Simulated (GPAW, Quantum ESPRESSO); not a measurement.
# O K ELNES/XANES of LaGaO3 (Pm-3m) from DFT, part 2 of 2

Aim: the O K edge of LaGaO3 (Pm-3m) by two routes, a Lanczos recursion (XSpectra) and a sum over empty bands (GPAW), to see which features are robust.

Quantum ESPRESSO 7.5 and GPAW 26.7.0; core-hole supercells, plane-wave PAW LDA.

So far. Step 12 (The field without a hole (GPAW)): The mesh shows a gap of 3.26 eV, so the hole is first treated in a charged cell, without the excited electron. Step 13 (Spectrum without a core hole, O atom 3 (GPAW)): Main maxima below 24 eV (height): 1.1 eV (0.61), 4.1 eV (2.58), 9.5 eV (1.79), 11.8 eV (1.65), 19.0 eV (0.69) and 23.5 eV (0.65). 

## Step 14: Reference energy of the supercell (GPAW)

Total energies of two programs can't be mixed, so the cell and mesh of GPAW's hole run get a reference energy of their own.

The input, scf.py:

```python
import numpy as np
from ase import Atoms
from ase.parallel import parprint, paropen
from gpaw import GPAW, PW, FermiDirac, Mixer, MixerDif, setup_paths
from gpaw.test import gen
setup_paths.insert(0, '.')
gen('O', name='nch1s', xcname='LDA', corehole=(1, 0, 0), write_xml=True)
from gpaw.mpi import world
world.barrier()

atoms = Atoms('La4Ga4O12',
    cell=[[3.913456, 3.913456, 3.913456],
     [-3.913456, 3.913456, -3.913456],
     [-3.913456, 3.913456, 3.913456]],
    scaled_positions=[[0.5, 0, 0],
     [0, 0.5, 0],
     [0.5, 0.5, 0.5],
     [0, 0, 0.5],
     [0, 0, 0],
     [0.5, 0.5, 0],
     [0, 0.5, 0.5],
     [0.5, 0, 0.5],
     [0.25, 0, 0.75],
     [0.75, 0.5, 0.75],
     [0.25, 0.5, 0.25],
     [0.75, 0, 0.25],
     [0, 0.75, 0.25],
     [0.5, 0.25, 0.25],
     [0, 0.25, 0.75],
     [0.5, 0.75, 0.75],
     [0.25, 0.25, 0],
     [0.75, 0.75, 0],
     [0.25, 0.75, 0.5],
     [0.75, 0.25, 0.5]],
    pbc=True)
atoms.calc = calc = GPAW(legacy_gpaw=True, mode=PW(500, force_complex_dtype=True), xc='LDA', setups={8: 'nch1s'},
    kpts={'size': (3, 3, 3), 'gamma': True}, occupations=FermiDirac(0.02),
    charge=0, mixer=Mixer(0.1, 5, 50), maxiter=150,
    convergence={'density': 0.0001, 'eigenstates': 1e-6}, txt='scf.txt')
energy = atoms.get_potential_energy() + calc.get_reference_energy()
ef = calc.get_fermi_level()
out = dict(energy=energy, fermi=ef, forces=atoms.get_forces().tolist())
parprint(f'all-electron energy {energy:.4f} eV, Fermi level {ef:.4f} eV')
ev = np.array([[calc.get_eigenvalues(k, s) for k in range(len(calc.get_ibz_k_points()))] for s in range(calc.get_number_of_spins())])
out['homo'], out['lumo'], out['counts'] = ev[ev < ef].max(), ev[ev > ef].min(), sorted(set((ev < ef).sum((0, 2)).tolist()))
out['filled'] = (ev[:, 0] < ef).sum(1).tolist()
import json
with paropen('out.json', 'w') as f:
    json.dump(out, f)
```

Launch:

```bash
$ OMP_NUM_THREADS=1 mpirun -n 8 gpaw python scf.py
```

Elapsed: 44 s, on 8 MPI ranks of Arm Neoverse V1, shared host; peak memory 0.26 GiB.

Reference energy: -1159478.495 eV with the cores included.

## Step 15: Spectrum with FCH, O atom 3 (GPAW)

The holes are 6.8 Å apart. The excited electron is left out and a uniform background balances the charge. After the field has converged, empty bands are computed with the density fixed and the dipole matrix elements are summed.

The input, xas.py:

```python
import numpy as np
from ase import Atoms
from ase.parallel import parprint, paropen
from gpaw import GPAW, PW, FermiDirac, Mixer, MixerDif, setup_paths
from gpaw.test import gen
setup_paths.insert(0, '.')
gen('O', name='fch1s', xcname='LDA', corehole=(1, 0, 1), write_xml=True)
from gpaw.mpi import world
world.barrier()

atoms = Atoms('La4Ga4O12',
    cell=[[3.913456, 3.913456, 3.913456],
     [-3.913456, 3.913456, -3.913456],
     [-3.913456, 3.913456, 3.913456]],
    scaled_positions=[[0.5, 0, 0],
     [0, 0.5, 0],
     [0.5, 0.5, 0.5],
     [0, 0, 0.5],
     [0, 0, 0],
     [0.5, 0.5, 0],
     [0, 0.5, 0.5],
     [0.5, 0, 0.5],
     [0.25, 0, 0.75],
     [0.75, 0.5, 0.75],
     [0.25, 0.5, 0.25],
     [0.75, 0, 0.25],
     [0, 0.75, 0.25],
     [0.5, 0.25, 0.25],
     [0, 0.25, 0.75],
     [0.5, 0.75, 0.75],
     [0.25, 0.25, 0],
     [0.75, 0.75, 0],
     [0.25, 0.75, 0.5],
     [0.75, 0.25, 0.5]],
    pbc=True)
atoms.calc = calc = GPAW(legacy_gpaw=True, mode=PW(500, force_complex_dtype=True), xc='LDA', setups={8: 'fch1s'},
    kpts={'size': (3, 3, 3), 'gamma': True}, occupations=FermiDirac(0.02),
    charge=0, mixer=Mixer(0.1, 5, 50), maxiter=150,
    convergence={'density': 0.0001, 'eigenstates': 1e-6}, txt='scf.txt')
energy = atoms.get_potential_energy() + calc.get_reference_energy()
ef = calc.get_fermi_level()
out = dict(energy=energy, fermi=ef, forces=atoms.get_forces().tolist())
parprint(f'all-electron energy {energy:.4f} eV, Fermi level {ef:.4f} eV')
ev = np.array([[calc.get_eigenvalues(k, s) for k in range(len(calc.get_ibz_k_points()))] for s in range(calc.get_number_of_spins())])
out['homo'], out['lumo'], out['counts'] = ev[ev < ef].max(), ev[ev > ef].min(), sorted(set((ev < ef).sum((0, 2)).tolist()))
out['filled'] = (ev[:, 0] < ef).sum(1).tolist()

from ase.units import Ha
from gpaw.xas import dipole_matrix_elements
nb = int(calc.get_number_of_electrons() / 2) + 165
top, nb = nb, nb + 8 + nb // 12
nscf = calc.fixed_density(kpts={'size': (4, 4, 4), 'gamma': True}, nbands=nb,
    convergence={'bands': top, 'eigenstates': 5e-3}, maxiter=60, txt='nscf.txt')
cell = atoms.cell.array
ops = [cell.T @ U.T @ np.linalg.inv(cell.T) for U in nscf.wfs.kd.symmetry.op_scc]
filled = [64]  # bands filled in the ground state, by spin
E = np.arange(-6, 34, 0.1)
fwhm = np.interp(E, [4, 25], [0.9, 3.5])
Y, X, zero, highest = 0, 0, 1e9, 1e9
for spin in range(nscf.get_number_of_spins()):
    wfs = nscf.wfs
    mine = wfs.bd.get_slice()  # this rank's bands
    A = dipole_matrix_elements(wfs.setups[8])
    eps = np.zeros((wfs.kd.nibzkpts, nb))
    d = np.zeros((3, A.shape[1], wfs.kd.nibzkpts, nb), complex)
    for kpt in wfs.kpt_u:
        if kpt.s == spin and 8 in kpt.P_ani:
            eps[kpt.k, mine] = kpt.eps_n * Ha
            d[:, :, kpt.k, mine] = (kpt.weight * wfs.nspins / 2) ** 0.5 * np.inner(A, kpt.P_ani[8])
    world.sum(eps)
    world.sum(d)
    T = np.einsum('amkn,bmkn->abkn', d, d.conj()).real
    T = sum(np.einsum('ai,ijkn,bj->abkn', R, T, R) for R in ops) / len(ops)
    empty = np.ones_like(eps, bool) & (np.arange(nb) >= filled[spin])
    zero, highest = min(zero, eps[empty].min()), min(highest, eps[:, top - 1].min())
    lines = [(eps, T, empty)] if spin == 0 else lines + [(eps, T, empty)]
for eps, T, empty in lines:
    f = np.einsum('aakn->akn', T).reshape(3, -1)
    x = eps.ravel() - zero
    w = np.interp(x, E, fwhm) / 2.35482
    g = np.exp(-0.5 * ((E[:, None] - x) / w) ** 2) / (w * (2 * np.pi) ** 0.5)
    Y = Y + (f * empty.ravel()) @ g.T
    X = X + (f * ~empty.ravel()) @ g.T
out.update(E=E.round(2).tolist(), xas=Y.tolist(), xes=X.tolist(), zero=zero, valid=highest - zero, nk=len(eps), nb=nb)
for i in range(0, len(E), 10):
    parprint(f'{E[i]:7.2f}', *(f'{v:10.3e}' for v in Y[:, i]))
import json
with paropen('out.json', 'w') as f:
    json.dump(out, f)
```

Launch:

```bash
$ OMP_NUM_THREADS=1 mpirun -n 8 gpaw python xas.py
```

It took 2.1 min on 8 MPI ranks; peak memory 0.5 GiB; 17 min of CPU time.

The O K spectrum, O atom 3, full core hole (charged cell) (energy from the lowest empty level; intensity scaled to a mean of 1 over the first 20 eV):

```csv
E (eV),intensity
-2.0,0.00
-1.5,0.00
-1.0,0.00
-0.5,0.00
0.0,0.02
0.5,0.25
1.0,0.73
1.5,0.74
2.0,0.88
2.5,1.82
3.0,2.65
3.5,2.46
4.0,2.17
4.5,1.61
5.0,0.86
5.5,0.45
6.0,0.33
6.5,0.47
7.0,0.89
7.5,1.59
8.0,2.10
8.5,2.05
9.0,1.67
9.5,1.30
10.0,1.10
10.5,1.06
11.0,1.14
11.5,1.22
12.0,1.19
12.5,1.04
13.0,0.82
13.5,0.60
14.0,0.42
14.5,0.32
15.0,0.28
15.5,0.30
16.0,0.37
16.5,0.47
17.0,0.57
17.5,0.65
18.0,0.71
18.5,0.74
19.0,0.75
19.5,0.74
20.0,0.72
20.5,0.69
21.0,0.67
21.5,0.68
22.0,0.69
22.5,0.71
23.0,0.72
23.5,0.71
24.0,0.68
24.5,0.65
25.0,0.62
25.5,0.60
26.0,0.59
26.5,0.59
27.0,0.60
```

Main maxima below 24 eV (height): 1.2 eV (0.80), 3.1 eV (2.67), 8.2 eV (2.15), 11.6 eV (1.22) and 19.1 eV (0.75). 

The hole costs E(hole) − E(ground) = 523.35 eV, and the lowest empty level of the hole cell on the spectrum's mesh lies at 11.38 eV, which puts the zero at 534.73 eV. With the free-atom term of -8.83 eV for this edge, the photon energy is 525.90 eV.

## Step 16: Excitation energy, O atom 3 (GPAW)

Changed against the first core-hole run: core hole to XCH, with the smearing that suits a partly filled band.

scf.py, as its differences from that of step 14:

```diff
@@ -6,3 +6,3 @@
 setup_paths.insert(0, '.')
-gen('O', name='nch1s', xcname='LDA', corehole=(1, 0, 0), write_xml=True)
+gen('O', name='fch1s', xcname='LDA', corehole=(1, 0, 1), write_xml=True)
 from gpaw.mpi import world
@@ -35,5 +35,5 @@
     pbc=True)
-atoms.calc = calc = GPAW(legacy_gpaw=True, mode=PW(500, force_complex_dtype=True), xc='LDA', setups={8: 'nch1s'},
-    kpts={'size': (3, 3, 3), 'gamma': True}, occupations=FermiDirac(0.02),
-    charge=0, mixer=Mixer(0.1, 5, 50), maxiter=150,
+atoms.calc = calc = GPAW(legacy_gpaw=True, mode=PW(500, force_complex_dtype=True), xc='LDA', setups={8: 'fch1s'},
+    kpts={'size': (3, 3, 3), 'gamma': True}, occupations=FermiDirac(0.04),
+    charge=-1, mixer=Mixer(0.1, 5, 50), maxiter=150,
     convergence={'density': 0.0001, 'eigenstates': 1e-6}, txt='scf.txt')
```

Launch:

```bash
$ OMP_NUM_THREADS=1 mpirun -n 8 gpaw python scf.py
```

Wall time 50 s (8 MPI ranks); peak memory 0.26 GiB; 6.6 min of CPU time.

The total-energy difference is 535.41 eV. With the free-atom term of -8.83 eV for this edge, the photon energy is 526.58 eV.

## Step 17: The two programs side by side

The line shapes differ (Lorentzian half width 0.4 eV up to 4 eV, rising linearly to 1.75 eV at 25 eV (not a setting of the program: the run's 0.4 eV curve was folded afterwards with a further Lorentzian above 4 eV), against Gaussian full width 0.9 eV up to 4 eV, rising linearly to 3.5 eV at 25 eV), so both get a further Gaussian of 1.5 eV full width before they are compared; the Lorentzian tails remain.

```csv
E (eV),XSpectra,GPAW
-2.00,0.08,0.00
-1.25,0.11,0.00
-0.50,0.18,0.04
0.25,0.39,0.24
1.00,0.71,0.58
1.75,1.12,1.02
2.50,1.69,1.73
3.25,2.04,2.23
4.00,1.86,1.98
4.75,1.33,1.28
5.50,0.91,0.67
6.25,0.85,0.59
7.00,1.13,1.03
7.75,1.49,1.64
8.50,1.57,1.82
9.25,1.38,1.52
10.00,1.18,1.21
10.75,1.09,1.13
11.50,1.04,1.15
12.25,0.95,1.05
13.00,0.81,0.81
13.75,0.65,0.55
14.50,0.54,0.37
15.25,0.49,0.33
16.00,0.50,0.39
16.75,0.55,0.52
17.50,0.60,0.63
18.25,0.63,0.71
19.00,0.63,0.73
19.75,0.59,0.72
20.50,0.54,0.70
21.25,0.50,0.68
22.00,0.48,0.69
22.75,0.48,0.71
23.50,0.50,0.70
24.25,0.52,0.66
25.00,0.55,0.63
25.75,0.57,0.60
26.50,0.60,0.59
```

```csv
,XSpectra,GPAW
k mesh of the spectrum,4×4×4,4×4×4
cutoff (eV),1020,500
"highest intensity below 16 eV after the common broadening, eV (height)",3.3 (2.05),3.4 (2.24)
"zero, corrected photon energy (eV)",525.8,525.9
"core time, hole field and spectrum",69 min,17 min
```

## Step 18: What the core hole does

XSpectra's curves. Both curves are counted from their own zero, so only the shift of weight within the empty states shows.

```csv
E (eV),no hole,FCH
-2.0,0.05,0.05
-1.0,0.07,0.09
0.0,0.17,0.19
1.0,0.61,0.78
2.0,0.73,1.07
3.0,1.56,2.27
4.0,2.14,1.92
5.0,1.19,0.95
6.0,0.63,0.56
7.0,0.74,0.89
8.0,1.09,1.99
9.0,1.66,1.52
10.0,1.69,1.08
11.0,1.60,1.11
12.0,1.66,1.09
13.0,1.19,0.93
14.0,0.65,0.46
15.0,0.44,0.37
16.0,0.35,0.32
17.0,0.52,0.67
18.0,0.65,0.67
19.0,0.82,0.86
20.0,0.60,0.54
21.0,0.40,0.50
22.0,0.44,0.39
23.0,0.34,0.40
24.0,0.43,0.54
25.0,0.59,0.56
26.0,0.39,0.59
27.0,0.42,0.58
28.0,0.52,0.69
29.0,0.79,0.99
30.0,0.77,0.96
31.0,0.87,1.16
32.0,1.09,1.08
```

With each curve scaled to its own mean, the area from −2 to 6 eV with the hole is 7.5 against 6.7, and the centre of weight from −1 to 20 eV moves by -0.6 eV (first and strongest maxima below 20 eV: 4.1 eV (2.19), 9.7 eV (1.78) and 12.0 eV (1.67) without the hole, 3.0 eV (2.28), 8.2 eV (2.04) and 11.6 eV (1.26) with it); the shape changes all the same, by 32 % r.m.s.

## Step 19: Outcome

- absorber and edge: O K, atom 3 of the ground-state input (counted from 1)
- surroundings: 2 Ga at 1.96 Å (linear, site symmetry 4/mmm)
- highest intensity below 16 eV (XSpectra, narrow line): 3.0 eV above the zero, height 2.28
- photon energy of the zero, with the added terms: 525.8 eV (raw 534.6 eV; LDA puts this hole about 4 eV below PBE, itself good to a few eV)

In words: The two programs agree closely: 12 % r.m.s. remains over the first 14 eV after a relative shift of 0.0 eV, and their photon-energy zeros differ by 0.1 eV. What differs may come from the PAW partial waves, meshes, cutoffs and line shapes. In XSpectra the O K edge of atom 3, with 2 Ga at 1.96 Å (linear, site symmetry 4/mmm), has its highest intensity of the first 16 eV at 3.0 eV above the zero, near 529 eV in photon energy (LDA puts this hole about 4 eV below PBE, itself good to a few eV), 2.3 times the mean level of the first 20 eV (Lorentzian half width 0.4 eV). In XSpectra: With each curve scaled to its own mean, the area from −2 to 6 eV with the hole is 7.5 against 6.7, and the centre of weight from −1 to 20 eV moves by -0.6 eV (first and strongest maxima below 20 eV: 4.1 eV (2.19), 9.7 eV (1.78) and 12.0 eV (1.67) without the hole, 3.0 eV (2.28), 8.2 eV (2.04) and 11.6 eV (1.26) with it); the shape changes all the same, by 32 % r.m.s. In GPAW: With each curve scaled to its own mean, the area from −2 to 6 eV with the hole is 7.4 against 6.7, and the centre of weight from −1 to 20 eV moves by -0.6 eV (first and strongest maxima below 20 eV: 1.1 eV (0.61), 4.1 eV (2.58), 9.5 eV (1.79) and 11.8 eV (1.65) without the hole, 1.2 eV (0.80), 3.1 eV (2.67), 8.2 eV (2.15) and 11.6 eV (1.22) with it); the shape changes all the same, by 34 % r.m.s. In XSpectra the neutral-cell energy lies +0.6 eV from the charged-cell zero, a gap made of the charged-cell error and of where the added electron settles. In GPAW the neutral-cell energy lies +0.7 eV from the charged-cell zero, a gap made of the charged-cell error and of where the added electron settles. The structure is a computed Materials Project entry and may be a hypothetical form.

[Logs are printed without paths, hosts, clocks, repeated set-up lines and the standing remarks that a program may print on its own settings, such as how far it seeks lower states.]

[Hosts, paths, dates, database ids (printed as entryN), source tags and the programs' standing remarks are cut or masked in the printed files.]

[Lists of maxima count a maximum above −3 eV only where it reaches 4 % of the highest in the window and stands out from its surroundings by 2 % of it (1.5 % where it reaches 55 %); shoulders and weaker maxima are passed over, and of the rest the first, up to two pre-edge ones and the few strongest are named.]
